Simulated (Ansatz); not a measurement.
## BaLi2Br4: complex band structure

A new crystal, BaLi2Br4: structure, gap and complex bands. It is built by putting Ba for Mg in the Li2MgBr4 structure of space group Cmmm, with the volume rescaled by atomic radii. The parent structure comes from the Materials Project.

Calculated with Ansatz 0.2.0; r2SCAN DFT, plane waves, PAW files, in the first sound run; inputs show where later runs differ.

This is a report of a sequence of runs, with most program output left out.

The structure was built from a prototype and need not be the compound's stable phase.

## 1. Set-up

The structure is orthorhombic, space group Cmmm (No. 65). The conventional cell has a = 8.198 Å, b = 11.587 Å, c = 4.088 Å, α = 90.00°, β = 90.00°, γ = 90.00°. Nearest to Li lie 6 Br at 2.90 Å. Ba has 6 Br at 2.82 to 2.84 Å nearest. Nearest to Br lie 2 Ba at 2.84 Å and 2 Li at 2.90 Å. Nearest to Br lie 1 Ba at 2.82 Å and 4 Li at 2.90 Å. It derives from Li2MgBr4. Ba for Mg in the Li2MgBr4 structure of space group Cmmm. Farther neighbours and most contacts between anions are not listed.

## 2. Cell and atoms at rest

The substituted atoms don't fit the parent's cell, so cell and atoms relax together. A small smearing keeps the run stable in case the gap closes on the way.

File input.yaml:

```yaml
crystal:
  lattice:
    - [4.098983054, -5.7935485093, 0.0]
    - [4.098983054, 5.7935485093, 0.0]
    - [0.0, 0.0, 4.0876030139]
  atoms:
    - { symbol: Li, position: [0.0, 0.5, 0.5] }
    - { symbol: Li, position: [0.5, 0.0, 0.5] }
    - { symbol: Ba, position: [0.0, 0.0, 0.0] }
    - { symbol: Br, position: [0.23976181, 0.23976181, 0.5] }
    - { symbol: Br, position: [0.76023819, 0.76023819, 0.5] }
    - { symbol: Br, position: [0.75650651, 0.24349349, 0.0] }
    - { symbol: Br, position: [0.24349349, 0.75650651, 0.0] }
kpoints:
  mp_grid: { grid: [4, 4, 6] }
scf:
  occupations: { method: gaussian, width: 0.03 }
hamiltonian:
  xc: r2scan
output:
  forces: true
  stress: true
relax:
  f_tol: 0.02
  max_steps: 60
  cell: {}
```

On the command line:

```sh
$ ansatz run input.yaml --threads 2 --pin off --max-ram 4096MiB --backend cpu --events-out ev --progress --plain --runs-dir out
```

Elapsed: 26 s, on 2 threads of AMD EPYC 9R45, shared host; peak memory 1.1 GiB.

Step by step:

| step | energy less that of the first step (eV) | largest force component (eV/Å) | pressure (GPa) | volume (Å³) |
| --- | --- | --- | --- | --- |
| 1 | 0.0000 | 2.6564 | 8.84 | 194.14 |
| 2 | -1.4334 | 0.6462 | 1.95 | 206.72 |
| 3 | -1.5633 | 0.1545 | 0.64 | 210.45 |
| 4 | -1.5917 | 0.0214 | 0.02 | 214.24 |
| 5 | -1.5950 | 0.0185 | -0.03 | 213.85 |
| 6 | -1.5961 | 0.0196 | -0.03 | 213.91 |
| 7 | -1.5964 | 0.0061 | -0.01 | 213.77 |
| 8* | -1.5986 | 0.0062 | -0.01 | 213.77 |

Relaxation steps marked * repeat the geometry before them on a plane-wave basis chosen anew for their cell, so energy and pressure can jump there.

Forces are held to the 8 operations that the run works with; a distortion that breaks them can't arise in this run.

| conventional cell, symmetrised | before | after | change |
| --- | --- | --- | --- |
| a (Å) | 8.198 | 8.131 | -0.8 % |
| b (Å) | 11.587 | 11.698 | +1.0 % |
| c (Å) | 4.088 | 4.495 | +10.0 % |
| volume (Å³/atom) | 27.73 | 30.54 | +10.1 % |

The atoms that moved most (Å, as changes of fractional coordinates times the final cell):

| atom | dx | dy | dz | length |
| --- | --- | --- | --- | --- |
| Br7 | 0.000 | -0.277 | 0.000 | 0.277 |
| Br6 | 0.000 | 0.277 | 0.000 | 0.277 |
| Br4 | 0.236 | 0.000 | 0.000 | 0.236 |
| Br5 | -0.236 | 0.000 | 0.000 | 0.236 |

Numbers from this step:

```yaml
free_energy: -17559.5029 eV
fermi_energy: 3.880 eV
pressure: -0.01330 GPa
```

The largest force component on a free atom ends at 0.0062 eV/Å.

## 3. The bulk crystal and its band edges

The energy window and the wavevectors of the next steps follow from the band edges, so these are searched first, off the mesh as well.

File input.yaml:

```yaml
crystal:
  lattice:
    - [4.0657401307, -5.849027042, 0.0]
    - [4.0657401307, 5.849027042, 0.0]
    - [0.0, 0.0, 4.4946061014]
  atoms:
    - { symbol: Li, position: [0.0, 0.5, 0.5] }
    - { symbol: Li, position: [0.5, 0.0, 0.5] }
    - { symbol: Ba, position: [0.0, 0.0, 0.0] }
    - { symbol: Br, position: [0.2687889245, 0.2687889245, 0.5] }
    - { symbol: Br, position: [0.7312110755, 0.7312110755, 0.5] }
    - { symbol: Br, position: [0.7328433879, 0.2671566121, 0.0] }
    - { symbol: Br, position: [0.2671566121, 0.7328433879, 0.0] }
kpoints:
  mp_grid: { grid: [4, 4, 6] }
  band_path: { path: [VBM, CBM], npoints: 30 }
scf:
  occupations: { method: fixed }
hamiltonian:
  xc: r2scan
output:
  eigenvalues: true
  write_potential: true
  write_density: true
  volumetric_format: npy
```

Wall time 11 s (2 threads); peak memory 0.95 GiB.

Numbers from this step:

| Property | Result |
| --- | --- |
| Fermi energy | 1.574 eV |
| gap on the k-mesh | 4.612 eV |
| gap on path | 4.612 eV, by band count; negative where bands overlap |
| direct gap on path | 4.612 eV |
| edge places on path | 0, 0 1/A along the path |

Levels at VBM (eV): -2.38, -1.98, -1.77, -1.12, -1.00, -0.83, -0.70, -0.58, -0.52, -0.29, -0.17, 0.00, 4.61, 5.13, 5.59, 6.61, 6.76, 6.89, 7.56.

The searched edges give 4.61 eV, as on the mesh.

## 4. Complex bands

This step: r2SCAN DFT, plane waves, PAW files; complex bands by layer matching along the plane's normal (Ansatz 0.2.0).

The same crystal is laid in a cell whose first two vectors span the (010) plane (indices of the standard conventional cell, whose axes can be ordered otherwise than in the bulk input). At fixed energy and wavevector in the plane the solver finds all kz, real and complex. A few wavevectors are listed, (0, 0) and (0.5, 0) in units of the plane's reciprocal vectors; the slowest state needn't be among them.

File input.yaml:

```yaml
crystal:
  lattice:
    - [4.494606101, 0.0, 0.0]
    - [0.0, 8.131480261, 0.0]
    - [0.0, 4.065740131, 5.849027042]
  atoms:
    - { symbol: Li, position: [0.5, 0.0, 0.5] }
    - { symbol: Li, position: [0.5, 0.5, 0.5] }
    - { symbol: Ba, position: [0.0, 0.0, 0.0] }
    - { symbol: Br, position: [0.5, 0.2687889245, 0.0] }
    - { symbol: Br, position: [0.5, 0.7312110755, 0.0] }
    - { symbol: Br, position: [0.0, 0.7328433879, 0.5343132242] }
    - { symbol: Br, position: [0.0, 0.2671566121, 0.4656867758] }
kpoints:
  mp_grid: { grid: [6, 4, 4] }
scf:
  occupations: { method: fixed }
hamiltonian:
  xc: r2scan
output:
  eigenvalues: true
  transmission:
    leads: [[0, 0]]
    kpoints: [[0.0, 0.0], [0.5, 0.0]]
    e_range: [-1.0, 5.61]
    de: 0.11
```

Elapsed: 63 s, on 2 threads; peak memory 1.9 GiB.

Numbers from this step:

| Item | Value |
| --- | --- |
| level to which the leads are filled | 2.306 eV from the Fermi level |
| decay constant at the filling level, zone centre | 0.3597 Å⁻¹ |
| decay constant at the filling level, slowest listed point | 0.3597 Å⁻¹ |

K parallel (0, 0); values up to 1.5 1/Å, a degenerate pair printed once or twice; energies at which all values exceed this have no row. Im kz of the slowest decaying states against energy, zero at the highest filled level on the SCF mesh:

| energy (eV) | decay 1 (Å⁻¹) | decay 2 (Å⁻¹) | decay 3 (Å⁻¹) | decay 4 (Å⁻¹) |
| --- | --- | --- | --- | --- |
| -1.000 | 0.149 | 0.249 | 0.405 | 0.748 |
| -0.450 | 0.0830 | 0.142 | 0.240 | 0.785 |
| -0.010 | 0.156 | 0.302 | 0.363 | 0.381 |
| 0.540 | 0.284 | 0.427 | 0.472 | 0.477 |
| 0.980 | 0.328 | 0.474 | 0.505 | 0.563 |
| 1.530 | 0.355 | 0.525 | 0.526 | 0.599 |
| 1.970 | 0.362 | 0.530 | 0.581 | 0.632 |
| 2.520 | 0.355 | 0.527 | 0.589 | 0.642 |
| 2.960 | 0.338 | 0.519 | 0.586 | 0.623 |
| 3.510 | 0.299 | 0.503 | 0.573 | 0.576 |
| 3.950 | 0.246 | 0.485 | 0.535 | 0.554 |
| 4.500 | 0.109 | 0.456 | 0.486 | 0.511 |
| 5.050 | 0.278 | 0.407 | 0.419 | 0.469 |
| 5.490 | 0.134 | 0.356 | 0.373 | 0.413 |

K parallel (0.5, 0); values up to 1.5 1/Å, a degenerate pair printed once or twice; energies at which all values exceed this have no row. Table of Im kz of the slowest decaying states by energy, zero at the highest filled level on the SCF mesh:

| energy (eV) | decay 1 (Å⁻¹) | decay 2 (Å⁻¹) | decay 3 (Å⁻¹) | decay 4 (Å⁻¹) |
| --- | --- | --- | --- | --- |
| -1.00 | 0.0884 | 0.232 | 0.602 | 0.613 |
| -0.78 | 0.0359 | 0.569 | 0.627 | 0.698 |
| -0.45 | 0.0093 | 0.0293 | 0.0511 | 0.261 |
| -0.23 | 0.123 | 0.188 | 0.344 | 0.372 |
| -0.01 | 0.238 | 0.257 | 0.369 | 0.392 |
| 0.10 | 0.274 | 0.283 | 0.409 | 0.414 |
| 0.32 | 0.325 | 0.330 | 0.439 | 0.442 |
| 0.54 | 0.358 | 0.374 | 0.462 | 0.462 |
| 0.87 | 0.398 | 0.425 | 0.480 | 0.485 |
| 1.09 | 0.420 | 0.453 | 0.485 | 0.495 |
| 1.42 | 0.455 | 0.479 | 0.487 | 0.504 |
| 1.64 | 0.473 | 0.505 | 0.507 | 0.735 |
| 1.86 | 0.477 | 0.507 | 0.520 | 0.709 |
| 2.19 | 0.478 | 0.502 | 0.535 | 0.671 |
| 2.41 | 0.477 | 0.497 | 0.540 | 0.649 |
| 2.74 | 0.471 | 0.485 | 0.543 | 0.621 |
| 2.96 | 0.465 | 0.475 | 0.541 | 0.604 |
| 3.18 | 0.457 | 0.463 | 0.538 | 0.589 |
| 3.51 | 0.440 | 0.441 | 0.528 | 0.568 |
| 3.73 | 0.422 | 0.428 | 0.519 | 0.555 |
| 4.06 | 0.389 | 0.403 | 0.503 | 0.532 |
| 4.28 | 0.363 | 0.382 | 0.490 | 0.505 |
| 4.50 | 0.332 | 0.357 | 0.475 | 0.475 |
| 4.83 | 0.274 | 0.305 | 0.426 | 0.449 |
| 5.05 | 0.220 | 0.253 | 0.389 | 0.428 |
| 5.38 | 0.0675 | 0.273 | 0.324 | 0.392 |
| 5.60 | 0.253 | 0.271 | 0.362 | 0.429 |

At the listed wavevectors the last open channel is at -0.01 eV and the next at +4.72 eV on the grid. At +2.30 eV, the grid energy nearest the filling level (the middle of the gap on the SCF mesh), the slowest state at the listed wavevectors decays with κ = 0.360 Å⁻¹, its amplitude falling by e over 2.8 Å. Through 1 nm of this crystal that state's transmission falls by exp(−2 × 0.360 Å⁻¹ × 10 Å) = 7.5e-4.

## 5. Decay over the two-dimensional zone

The listed points could miss the slowest state, so one energy near mid-gap is solved on a mesh of 12×8.

input.yaml: that of step 4 with these lines changed.

```diff
@@ -21,6 +21,2 @@
   eigenvalues: true
-  transmission:
-    leads: [[0, 0]]
-    kpoints: [[0.0, 0.0], [0.5, 0.0]]
-    e_range: [-1.0, 5.61]
-    de: 0.11
+  transmission: { leads: [[0, 0]], kmesh: [12, 8], e_range: [2.31, 2.32], de: 0.05 }
```

Run time: 66 s. Hardware: 2 threads; peak memory 1.8 GiB.

Numbers from this step:

| Item | Value |
| --- | --- |
| least decay constant on the mesh | 0.3595 Å⁻¹ |

Slowest decay constant (1/Å; 0 where a channel is open) over k1 and k2. At 2.3100 eV from the Fermi level.

Ten even steps from '0' (0.359) to '9' (0.561):
```
999875457899
988883238888
667772027776
567761016776
667772027776
988883238888
999875457899
999976667999
```
Columns: k1 (b1) from -0.5 to 0.417; rows upwards: k2 (b2) from -0.5 to 0.375.

The least value on the mesh is 0.359 Å⁻¹ at +2.31 eV. At that energy the listed points give about 0.359 Å⁻¹ by interpolation, so the mesh holds no clearly slower state.

## 6. Band edges at another level, cutoff 1170 eV

This step: r2SCAN DFT, plane waves, JTH PAW files (Ansatz 0.2.0).

The edges again with JTH files, at the same atoms. Against that run the cutoff is 1170 eV against 500.

File input.yaml:

```yaml
crystal:
  lattice:
    - [4.0657401307, -5.849027042, 0.0]
    - [4.0657401307, 5.849027042, 0.0]
    - [0.0, 0.0, 4.4946061014]
  atoms:
    - { symbol: Li, position: [0.0, 0.5, 0.5] }
    - { symbol: Li, position: [0.5, 0.0, 0.5] }
    - { symbol: Ba, position: [0.0, 0.0, 0.0] }
    - { symbol: Br, position: [0.2687889245, 0.2687889245, 0.5] }
    - { symbol: Br, position: [0.7312110755, 0.7312110755, 0.5] }
    - { symbol: Br, position: [0.7328433879, 0.2671566121, 0.0] }
    - { symbol: Br, position: [0.2671566121, 0.7328433879, 0.0] }
kpoints:
  mp_grid: { grid: [4, 4, 6] }
  band_path: { path: [VBM, CBM], npoints: 30 }
scf:
  occupations: { method: fixed }
hamiltonian:
  xc: r2scan
  pseudopotentials: { kind: paw, source: jth }
output:
  eigenvalues: true
```

It took 38 s on 2 threads; peak memory 3.3 GiB.

This step gave:

* free energy: -17534.1177 eV
* Fermi energy: 1.611 eV
* gap on the k-mesh: 4.578 eV
* gap on path: 4.578 eV, by band count; negative where bands overlap
* direct gap on path: 4.578 eV

Levels at VBM (eV): -2.40, -2.00, -1.79, -1.14, -1.03, -0.86, -0.72, -0.60, -0.54, -0.29, -0.18, 0.00, 4.58, 5.07, 5.60, 6.54, 6.78, 6.83, 7.52.

The searched edges give 4.58 eV, as on the mesh.

## 7. Complex bands at another level

This step: r2SCAN DFT, plane waves, JTH PAW files; complex bands by layer matching along the plane's normal (Ansatz 0.2.0).

The complex bands at that level, over its own gap, at (0, 0) and (0.5, 0).

File input.yaml:

```yaml
crystal:
  lattice:
    - [4.494606101, 0.0, 0.0]
    - [0.0, 8.131480261, 0.0]
    - [0.0, 4.065740131, 5.849027042]
  atoms:
    - { symbol: Li, position: [0.5, 0.0, 0.5] }
    - { symbol: Li, position: [0.5, 0.5, 0.5] }
    - { symbol: Ba, position: [0.0, 0.0, 0.0] }
    - { symbol: Br, position: [0.5, 0.2687889245, 0.0] }
    - { symbol: Br, position: [0.5, 0.7312110755, 0.0] }
    - { symbol: Br, position: [0.0, 0.7328433879, 0.5343132242] }
    - { symbol: Br, position: [0.0, 0.2671566121, 0.4656867758] }
kpoints:
  mp_grid: { grid: [6, 4, 4] }
scf:
  occupations: { method: fixed }
hamiltonian:
  xc: r2scan
  pseudopotentials: { kind: paw, source: jth }
output:
  eigenvalues: true
  transmission:
    leads: [[0, 0]]
    kpoints: [[0.0, 0.0], [0.5, 0.0]]
    e_range: [-1.0, 5.58]
    de: 0.11
```

The job ended after 0.33 s (2 threads; peak memory 0.33 GiB).

The program refused the input before any cycle.

The program's message: “Error: memory limit exceeded: the `transmission` phase of `transmission` needs 10.65 GiB against the run's memory maximum of 4.00 GiB; largest carriers: transmission 8.30 GiB, source scf tables 2.04 G …”

## 8. What came out

```yaml
band_gap: 4.61 eV
least_decay_constant_at_mid_gap_normal_to_010: 0.360 Å⁻¹
least_decay_constant_on_a_mesh_normal_to_010: 0.359 Å⁻¹
```

**Reading.** With r2SCAN, the slowest decay at the wavevectors tried is κ = 0.360 Å⁻¹, normal to (010). Through such a film the transmission near mid-gap falls as exp(−2κd), a factor of ten every 3.2 Å. A free electron under a barrier of half the gap would need a mass of 0.21 mₑ to decay at this rate. The compound is made up by substitution; its stability against other phases and against distortions of the cell's symmetry was not tested. r2SCAN still narrows gaps, if less than LDA and GGA do, so real decay constants are likely larger.

[Logs are printed without paths, hosts, clocks, repeated set-up lines and the standing remarks that a program may print on its own settings, such as how far it seeks lower states.]

[Hosts, paths, dates, database ids (printed as entryN), source tags and the programs' standing remarks are cut or masked in the printed files.]
